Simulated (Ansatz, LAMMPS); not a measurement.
**A frame of liquid (Cs,Li)(F,Cl) from 1000 K (100 atoms): geometry optimisation**

Wanted: the relaxed structure of a frame of liquid (Cs,Li)(F,Cl) from 1000 K (100 atoms) and its electronic structure.

Main program and level: Ansatz 0.2.0; Kohn-Sham DFT, PBE, PAW (set soft_2), plane waves.

### Step 1. The starting structure

The cell holds 100 atoms: 28 Cs, 22 Li, 19 F and 31 Cl. Cell: a = 14.725 Å, b = 14.725 Å, c = 14.725 Å, α = 90.0°, β = 90.0°, γ = 90.0°. 100 atoms (28 Cs, 22 Li, 19 F, 31 Cl) placed at random at 2.77 g/cm³, melted at 1800 K for 10 ps at fixed volume with the Lennard-Jones and Coulomb ion parameters for SPC/E (Joung and Cheatham, J. Phys. Chem. B 112, 9020 (2008)), full charges. Snapshot at the end of a hold of 20 ps at 1000 K and fixed volume.

Limits known from the start: The starting topology of bonds comes from the classical model. The ion parameters were fitted for water, not for melts, so the starting structure of this cell may lie well off the real melt's. Only the Γ point is sampled, in a cell whose shortest periodic width is 15 Å. No spin–orbit coupling is included, so levels derived from the heavy atoms are approximate.

### Step 2. How the cell was made

A classical potential supplies the starting structure, since it reaches far longer times than DFT.

This step: classical MD, Lennard-Jones and Coulomb ion parameters for SPC/E (Joung and Cheatham, J. Phys. Chem. B 112, 9020 (2008)), full charges (LAMMPS 22 Jul 2025 - Update 4).

The input, in.lmp:

```
# melt-quench of Cs28Li22F19Cl31
units metal
atom_style charge
boundary p p p
region box block 0 14.7253 0 14.7253 0 14.7253
create_box 4 box
mass 1 132.9055   # Cs
mass 2 6.9400   # Li
mass 3 18.9984   # F
mass 4 35.4500   # Cl
create_atoms 1 random 28 92399 NULL overlap 2.2 maxtry 2000
create_atoms 2 random 22 92406 NULL overlap 2.2 maxtry 2000
create_atoms 3 random 19 92413 NULL overlap 2.2 maxtry 2000
create_atoms 4 random 31 92420 NULL overlap 2.2 maxtry 2000
pair_style lj/cut/coul/long 9.0
pair_modify mix arithmetic tail yes
pair_coeff 1 1 0.003897 3.6010   # Cs
pair_coeff 2 2 0.014602 1.4094   # Li
pair_coeff 3 3 0.000321 4.0215   # F
pair_coeff 4 4 0.000554 4.8305   # Cl
set type 1 charge 1
set type 2 charge 1
set type 3 charge -1
set type 4 charge -1
kspace_style pppm 1.0e-4
neigh_modify delay 0 every 1 check yes
thermo_style custom step time temp pe press density
thermo_modify norm yes
timestep 0.002
thermo 100
min_style cg
minimize 1e-4 1e-4 200 2000
reset_timestep 0
velocity all create 1800 92400 mom yes dist gaussian
# [... 14 lines left out ...]
compute msd all msd com yes
thermo 2500
fix md all nvt temp 1000 1000 0.2
run 10000 post no
print "== T1000: mean square displacement over the hold $(c_msd[4]:%.2f) A^2"
unfix md
uncompute msd
write_dump all custom T1000.dump id type xs ys zs modify sort id
```

The run is started by

```bash
lmp -in in.lmp -log none -nocite
```

Numbers of over 12 decimals in the logs are rounded to 6 here.

The log of the run:

```text
LAMMPS (22 Jul 2025 - Update 4)
Created orthogonal box = (0 0 0) to (14.7253 14.7253 14.7253)
Created 28 atoms
Created 22 atoms
Created 19 atoms
Created 31 atoms
PPPM initialization ...
  G vector (1/distance) = 0.30851324
  grid = 10 10 10
  estimated relative force accuracy = 7.4631408e-05
   Step          Time           Temp          PotEng         Press         Density
         0   0              0             -0.30195651     283714.6       2.7739961
        88   0.176          0             -4.0682105     -3827.8553      2.7739961
Loop time of 0.0298369 s on 1 MPI rank(s) for 88 steps with 100 atoms
Minimization stats:
  Stopping criterion = energy tolerance
[... 18 lines left out ...]
Loop time of 1.03674 s on 1 MPI rank(s) for 5000 steps with 100 atoms
   Step          Time           Temp          PotEng         Press         Density
[... 5 lines left out ...]
Loop time of 0.509898 s on 1 MPI rank(s) for 2500 steps with 100 atoms
   Step          Time           Temp          PotEng         Press         Density
[... 2 lines left out ...]
     12500   25             1026.0112     -3.9936621     -2204.6173      2.7739961
     15000   30             978.55174     -4.0107948      6641.8918      2.7739961
     17500   35             972.85964     -3.9888568      3191.0765      2.7739961
     18500   37             866.67206     -3.9789505      2305.3485      2.7739961
Loop time of 1.958 s on 1 MPI rank(s) for 10000 steps with 100 atoms
== T1000: mean square displacement over the hold 16.37 A^2
```

The job ended after 3.8 s (1 thread of Arm Neoverse V2, shared host; peak memory 0.071 GiB).

### Step 3. Single point at the start

A single point comes first, to see the forces before anything moves.

The input, input.yaml:

```yaml
crystal:
  lattice:
    - [14.7253, 0.0, 0.0]
    - [0.0, 14.7253, 0.0]
    - [0.0, 0.0, 14.7253]
  atoms:
    - { symbol: Cs, position: [0.66933, 0.08386, 0.0431] }
    - { symbol: Cs, position: [0.81213, 0.8015, 0.43284] }
    - { symbol: Cs, position: [0.3144, 0.70994, 0.7119] }
    - { symbol: Cs, position: [0.08607, 0.46398, 0.1415] }
    - { symbol: Cs, position: [0.87864, 0.04159, 0.63577] }
    - { symbol: Cs, position: [0.16258, 0.48041, 0.88309] }
    - { symbol: Cs, position: [0.04614, 0.05821, 0.41646] }
    - { symbol: Cs, position: [0.57154, 0.87269, 0.83495] }
    - { symbol: Cs, position: [0.5233, 0.08917, 0.65255] }
    - { symbol: Cs, position: [0.63326, 0.39968, 0.16009] }
    - { symbol: Cs, position: [0.46286, 0.00671, 0.2349] }
    - { symbol: Cs, position: [0.65518, 0.27792, 0.84687] }
    - { symbol: Cs, position: [0.73112, 0.42244, 0.54339] }
    - { symbol: Cs, position: [0.45664, 0.56049, 0.41355] }
    - { symbol: Cs, position: [0.57157, 0.69539, 0.16957] }
    - { symbol: Cs, position: [0.53792, 0.81635, 0.53335] }
    - { symbol: Cs, position: [0.61463, 0.60722, 0.87974] }
    - { symbol: Cs, position: [0.97765, 0.31459, 0.52948] }
    - { symbol: Cs, position: [0.89301, 0.63088, 0.93697] }
    - { symbol: Cs, position: [0.04294, 0.97421, 0.15531] }
    - { symbol: Cs, position: [0.24608, 0.86732, 0.52698] }
    - { symbol: Cs, position: [0.3284, 0.20755, 0.59279] }
    - { symbol: Cs, position: [0.25899, 0.97634, 0.83659] }
    - { symbol: Cs, position: [0.47167, 0.30073, 0.38074] }
    - { symbol: Cs, position: [0.38166, 0.23223, 0.02034] }
    - { symbol: Cs, position: [0.44039, 0.44881, 0.73607] }
    - { symbol: Cs, position: [0.34259, 0.51752, 0.05447] }
    - { symbol: Cs, position: [0.711, 0.10327, 0.32002] }
    - { symbol: Li, position: [0.10391, 0.66251, 0.58819] }
    - { symbol: Li, position: [0.87218, 0.58223, 0.70693] }
    - { symbol: Li, position: [0.24556, 0.65571, 0.36395] }
    - { symbol: Li, position: [0.97598, 0.29216, 0.26819] }
    - { symbol: Li, position: [0.85937, 0.12498, 0.91206] }
    - { symbol: Li, position: [0.13142, 0.80891, 0.98831] }
    - { symbol: Li, position: [0.03101, 0.8408, 0.59832] }
    - { symbol: Li, position: [0.77293, 0.89592, 0.74538] }
    - { symbol: Li, position: [0.09142, 0.27826, 0.01717] }
    - { symbol: Li, position: [0.15165, 0.47106, 0.37103] }
    - { symbol: Li, position: [0.07033, 0.09612, 0.88868] }
    - { symbol: Li, position: [0.89544, 0.28099, 0.06356] }
    - { symbol: Li, position: [0.12564, 0.78957, 0.79783] }
    - { symbol: Li, position: [0.85175, 0.57439, 0.34551] }
    - { symbol: Li, position: [0.23875, 0.52994, 0.56114] }
    - { symbol: Li, position: [0.93659, 0.9001, 0.84115] }
    - { symbol: Li, position: [0.9008, 0.30131, 0.87471] }
    - { symbol: Li, position: [0.24825, 0.85631, 0.23649] }
    - { symbol: Li, position: [0.32985, 0.79882, 0.99325] }
    - { symbol: Li, position: [0.26443, 0.99326, 0.08567] }
    - { symbol: Li, position: [0.0538, 0.77302, 0.34076] }
    - { symbol: Li, position: [0.00515, 0.61996, 0.44557] }
    - { symbol: F, position: [0.14686, 0.79626, 0.65963] }
    - { symbol: F, position: [0.30159, 0.6379, 0.50553] }
    - { symbol: F, position: [0.11658, 0.55772, 0.48527] }
    - { symbol: F, position: [0.20788, 0.34205, 0.00677] }
    - { symbol: F, position: [0.02025, 0.90486, 0.31425] }
    - { symbol: F, position: [0.91234, 0.8729, 0.69402] }
    - { symbol: F, position: [0.25494, 0.53907, 0.71198] }
    - { symbol: F, position: [0.05796, 0.86234, 0.88149] }
    - { symbol: F, position: [0.23252, 0.86598, 0.07177] }
    - { symbol: F, position: [0.22779, 0.78298, 0.88943] }
    - { symbol: F, position: [0.98088, 0.40852, 0.94535] }
    - { symbol: F, position: [0.18456, 0.77312, 0.32828] }
    - { symbol: F, position: [0.23563, 0.54349, 0.2913] }
    - { symbol: F, position: [0.98798, 0.20584, 0.93406] }
    - { symbol: F, position: [0.04773, 0.74092, 0.4981] }
    - { symbol: F, position: [0.79001, 0.25805, 0.97903] }
    - { symbol: F, position: [0.93299, 0.03625, 0.82796] }
    - { symbol: F, position: [0.02743, 0.29726, 0.14448] }
    - { symbol: F, position: [0.94533, 0.68705, 0.34049] }
    - { symbol: Cl, position: [0.40028, 0.92267, 0.6778] }
    - { symbol: Cl, position: [0.51951, 0.63723, 0.61438] }
    - { symbol: Cl, position: [0.69604, 0.93268, 0.61881] }
    - { symbol: Cl, position: [0.73868, 0.5749, 0.07364] }
    - { symbol: Cl, position: [0.61429, 0.30743, 0.64797] }
    - { symbol: Cl, position: [0.49908, 0.39293, 0.94364] }
    - { symbol: Cl, position: [0.9254, 0.243, 0.72331] }
    - { symbol: Cl, position: [0.32681, 0.41494, 0.49808] }
    - { symbol: Cl, position: [0.69449, 0.04744, 0.83123] }
    [... 16 atom lines left out ...]
    - { symbol: Cl, position: [0.61918, 0.89133, 0.32102] }
    - { symbol: Cl, position: [0.75006, 0.76976, 0.82932] }
    - { symbol: Cl, position: [0.45268, 0.71671, 0.91945] }
    - { symbol: Cl, position: [0.41088, 0.93037, 0.98271] }
    - { symbol: Cl, position: [0.8731, 0.59195, 0.52972] }
    - { symbol: Cl, position: [0.37158, 0.18998, 0.79705] }
kpoints:
  mp_grid: { grid: [1, 1, 1] }
hamiltonian:
  xc: pbe
scf:
  occupations: { method: gaussian, width: 0.025 }
output:
  forces: true
  stress: true
  populations: true
  dos:
    method: { smearing: { sigma: 0.08 } }
    de: 0.1
    projected: { site_lists: { Cl: [Cl], Cs: [Cs], F: [F], Li: [Li] } }
  eigenvalues: true
```

The run is started by

```bash
ansatz run input.yaml --threads 4 --pin off --max-ram 8192MiB --backend cpu --events-out ev --progress --plain --runs-dir out
```

The log of the run:

```text
Engine: ansatz 0.2.0, aarch64-unknown-linux-gnu
Pseudopotentials: kind: paw
Pseudopotential: Cs, paw, valence charge 9, recommended cutoff 420 eV (normal), Cs.paw.azcp
Pseudopotential: Li, paw, valence charge 3, recommended cutoff 420 eV (normal), Li.paw.azcp
Pseudopotential: F, paw, valence charge 7, recommended cutoff 420 eV (normal), F.paw.azcp
Pseudopotential: Cl, paw, valence charge 7, recommended cutoff 420 eV (normal), Cl.paw.azcp
[... 5 lines on functional and potentials left out ...]
Crystal: 100 atoms, lattice volume = 3192.952 Å³
Basis set: ecut = 420 eV, 62525 PW (Γ), exchange–correlation on 200×200×200 points (8 copies of the dense FFT grid, shifted against one another)
Bands: 434, of which v1, the nominal top of the filled ones, is band 334 counted from 1 (333 counted from 0)
Symmetry: 1 space group operations
Space group: P1 (ITA 1), of the structure as read, at distance tolerance 1.5e-4 Å
k-points: 1
[... 9 lines on functional and potentials left out ...]
Initial density: superposition of atomic densities (neutral atoms: chi_scale 0, normalization atom), corrected by the library's trained network
Initial wavefunctions: pseudopotential atomic-orbital guess
Functional: x = pbe(κ = 0.804, μ = 0.219515), c = pbe(β = 0.066725)
SCF iter   1: F=—  HF=-212262.116818 eV  |F-HF|=—  |Δ(HF+E_count)|=         —  Δρ=9.87e-4  dr2=8.34e-2  ethr=1.77e-3  ⟨swp⟩=7.0  Hψ=2057  notcnv=0  defer=83
preconditioner: auto → Resta (q_TF=auto, 2.102 Å⁻¹)  ε∞=3.0  [insulator: Δε(μ)=3.850 eV  Ē_g=10.650 eV  σ=0.025 eV  W_gap=1.00  n_scr=484 (ndim 8)  ℏωp=15.1 eV  f_vac=0.185  D(μ)=0.00/eV (n_scr^D=0)  ε∞_Penn≈3.0]
SCF iter   2: F=—  HF=-212262.105914 eV  |F-HF|=—  |Δ(HF+E_count)|=   1.09e-2  Δρ=5.21e-4  dr2=2.18e-2  ethr=1.25e-5  ⟨swp⟩=2.0  Hψ=798  notcnv=0  defer=96
SCF iter   3: F=—  HF=-212262.104161 eV  |F-HF|=—  |Δ(HF+E_count)|=   1.75e-3  Δρ=4.00e-4  dr2=6.97e-3  ethr=3.26e-6  ⟨swp⟩=2.0  Hψ=640  notcnv=0  defer=96
SCF iter   4: F=—  HF=-212262.103025 eV  |F-HF|=—  |Δ(HF+E_count)|=   1.14e-3  Δρ=1.46e-4  dr2=9.74e-4  ethr=1.04e-6  ⟨swp⟩=2.0  Hψ=648  notcnv=0  defer=96
SCF iter   5: F=—  HF=-212262.102916 eV  |F-HF|=—  |Δ(HF+E_count)|=   1.09e-4  Δρ=4.72e-5  dr2=8.55e-5  ethr=1.46e-7  ⟨swp⟩=2.0  Hψ=636  notcnv=0  defer=96
SCF iter   6: F=—  HF=-212262.099725 eV  |F-HF|=—  |Δ(HF+E_count)|=   3.19e-3  Δρ=2.97e-5  dr2=2.23e-5  ethr=1.28e-8  ⟨swp⟩=2.0  Hψ=768  notcnv=0  defer=96
SCF iter   7: F=—  HF=-212262.099726 eV  |F-HF|=—  |Δ(HF+E_count)|=   1.22e-7  Δρ=1.30e-5  dr2=4.37e-6  ethr=3.34e-9  ⟨swp⟩=2.0  Hψ=642  notcnv=0  defer=96
SCF iter   8: F=—  HF=-212262.099725 eV  |F-HF|=—  |Δ(HF+E_count)|=   1.96e-7  Δρ=2.47e-6  dr2=3.34e-7  ethr=6.55e-10  ⟨swp⟩=2.0  Hψ=641  notcnv=0  defer=96
SCF iter   9: F=-212262.099725 eV  HF=-212262.099725 eV  |F-HF|=7.23e-8  |Δ(HF+E_count)|=   8.81e-8  Δρ=1.98e-6  dr2=9.41e-8  ethr=1.50e-11  ⟨swp⟩=17.0  Hψ=2472  notcnv=0
SCF 1 converged in 9 iterations: F = -212262.099725 eV  dr2 = 9.41e-8
  greatest PAW one-centre occupation: 1.000 electrons in one spin orbital (limit 2), on the Li atom at site 47 (counted from 0), in its partial waves of l = 0
SCF converged after 9 iterations
Free energy (F): -212262.099725 eV
Harris-Foulkes:  -212262.099725 eV  (|F-HF|=7.23e-8)
Internal energy: -212262.099725 eV  (E = F + TS)
E sigma→0 (E₀):  -212262.099725 eV
Fermi energy:    3.050149 eV
--- Per-component energies (eV) ---
  E_band       = -5393.933209
  E_kinetic    = 13428.300220
  E_local      = -41161.183972  (includes V_loc(G=0)·N_el)
  E_nonlocal   = 2388.423234
  E_hartree    = 15799.769989
  E_xc         = -10005.303859
  E_vxc        = -9635.518009  (∫ρ·V_xc dr)
  E_paw        = -166574.813019  (= ΣΔE_a)
  E_vpaw       = -2013.522369  (= ΣTr[D̂ρ^β])
  E_aug_tail   = 0.042271  (compensation charges beyond the density's cutoff)
  E_ewald      = -26137.334591
  E_smearing   = -0.000000  (= −TS)
  E_closure    = 0.000000  (closes the sum)
  Σ components = -212262.099725   (vs F -212262.099725, Δ=0.00e0)
--- Forces (eV/Å), atoms counted from 1 ---
  atom   1  Cs    -0.08721097     0.17791710     0.29917586
  atom   2  Cs     0.15923962     0.07671781    -0.10918198
  atom   3  Cs     0.43264081    -0.19398981     0.27402081
  atom   4  Cs     0.49603212     0.77045402    -0.59126982
  atom   5  Cs     0.44014806     0.66030228     0.60153492
  atom   6  Cs    -0.60397964     0.01065310    -0.48664408
  atom   7  Cs     0.43684103    -0.55222562    -0.03084671
  atom   8  Cs    -0.68736356     0.31991409    -0.08912307
  atom   9  Cs     1.03091719     0.21585433     0.04130695
  atom  10  Cs     1.22763900    -0.07554992    -0.42336571
  atom  11  Cs     0.03607032    -0.46871202    -0.69868037
  atom  12  Cs     0.29759354    -0.04897327     0.32225362
  atom  13  Cs     0.71135330     0.34305809     0.03279430
  atom  14  Cs     0.03506143     0.62158218    -0.01792248
[...]
atom  99  Cl     0.02947951     0.04999034     0.33608971
  atom 100  Cl     0.11681063     0.01918146     0.10673460
  max |Σ_I F_I| component: 1.10e-4 eV/Å
--- Stress (GPa, compression-positive) ---
        0.575928      -0.042845      -0.220697
       -0.042845       0.700747      -0.453884
       -0.220696      -0.453884       0.240362
  P = ⅓ Tr σ = 0.5057 GPa (5.057 kbar)
--- Band table (eV) ---
  k-point 0: bands = ["-44.1047", "-44.0658", "-43.8325", "-43.7209", [... 418 levels ...], "8.3447", "8.3632", "8.3851", "8.4437", "8.4658", "8.4757", "8.5040", "8.5089", "8.5265", "8.5573", "8.5806", "8.6142"]
--- Löwdin populations: 100 sites ---
  site symbol       q [e]
     0     Cs      8.1376
     1     Cs      8.1088
     2     Cs      8.1161
[...]
99     Cl      7.7391
  spilling = 0.006010 (of n_electrons = 668.000000)
```

The job ended after 47 s (4 threads of Arm Neoverse V2, shared host; peak memory 4 GiB; 3.1 min of CPU time).

Reading the cycles: dr2 is the Hartree energy of the density residual (eV), the measure of convergence; HF is the Harris–Foulkes estimate of the energy, which meets the free energy F at convergence.

Numbers from this run:

| Item | Value |
| --- | --- |
| free energy | -212262.0997 eV |
| free energy per atom | -2122.6210 eV/atom |
| SCF cycles | 9 |
| pressure | 0.5057 GPa |
| r.m.s. force component | 0.4277 eV/Å |
| longest force | 1.57 eV/Å |
| Fermi energy | 3.05 eV |
| gap (highest filled to lowest empty level) | 3.84 eV |
| spilling of the projection | 0.00601 |

The r.m.s. force component of 0.43 eV/Å and the pressure of 0.51 GPa set the starting point.

Length of the force by element:

| element | coordination | atoms | mean length of the force (eV/Å) | spread | least | most |
| --- | --- | --- | --- | --- | --- | --- |
| Cl | all | 31 | 0.671 | 0.340 | 0.159 | 1.57 |
| Cs | all | 28 | 0.727 | 0.288 | 0.208 | 1.30 |
| F | all | 19 | 0.644 | 0.334 | 0.139 | 1.31 |
| Li | all | 22 | 0.612 | 0.301 | 0.166 | 1.37 |

(Part 1 of 3 ends here.)

[Logs are printed without paths, hosts, clocks, repeated set-up lines and the standing remarks that a program may print on its own settings, such as how far it seeks lower states.]

[Hosts, paths, dates, database ids (printed as entryN), source tags and the programs' standing remarks are cut or masked in the printed files.]
